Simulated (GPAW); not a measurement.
```cif
data_structure
_symmetry_space_group_name_H-M 'P6_3/mmc'
_symmetry_Int_Tables_number 194
_cell_length_a 2.9500
_cell_length_b 2.9500
_cell_length_c 4.6800
_cell_angle_alpha 90.000
_cell_angle_beta 90.000
_cell_angle_gamma 120.000
_cell_volume 35.27
loop_
_atom_site_label
_atom_site_type_symbol
_atom_site_symmetry_multiplicity
_atom_site_Wyckoff_symbol
_atom_site_fract_x
_atom_site_fract_y
_atom_site_fract_z
_atom_site_occupancy
Ti1 Ti 2 c 0.66667 0.33333 0.75000 1
```

What reflectivity and colour does GPAW, PBE, RPA, without spin-orbit coupling, line width 0.15 eV (Lorentzian), carrier damping 0.05 eV give for this metal?

Reflectivity along the first axis:

```
E (eV)  R (%)
  1.00   57.9
  1.25   56.4
  1.50   56.0
  1.75   57.2
  2.00   58.2
  2.25   58.4
  2.50   56.9
  2.75   54.3
  3.00   51.2
  3.25   52.1
  3.50   53.0
  3.75   54.2
  4.00   59.2
  4.25   63.3
  4.50   66.6
  4.75   65.3
  5.00   62.3
```

The colour is light grey: CIE x = 0.320, y = 0.336, luminous reflectivity 57 % under D65, from the mean over the axes. The mesh is 21×21×11, and the carriers' damping is typed.

[Logs are printed without paths, hosts, clocks, repeated set-up lines and the standing remarks that a program may print on its own settings, such as how far it seeks lower states.]
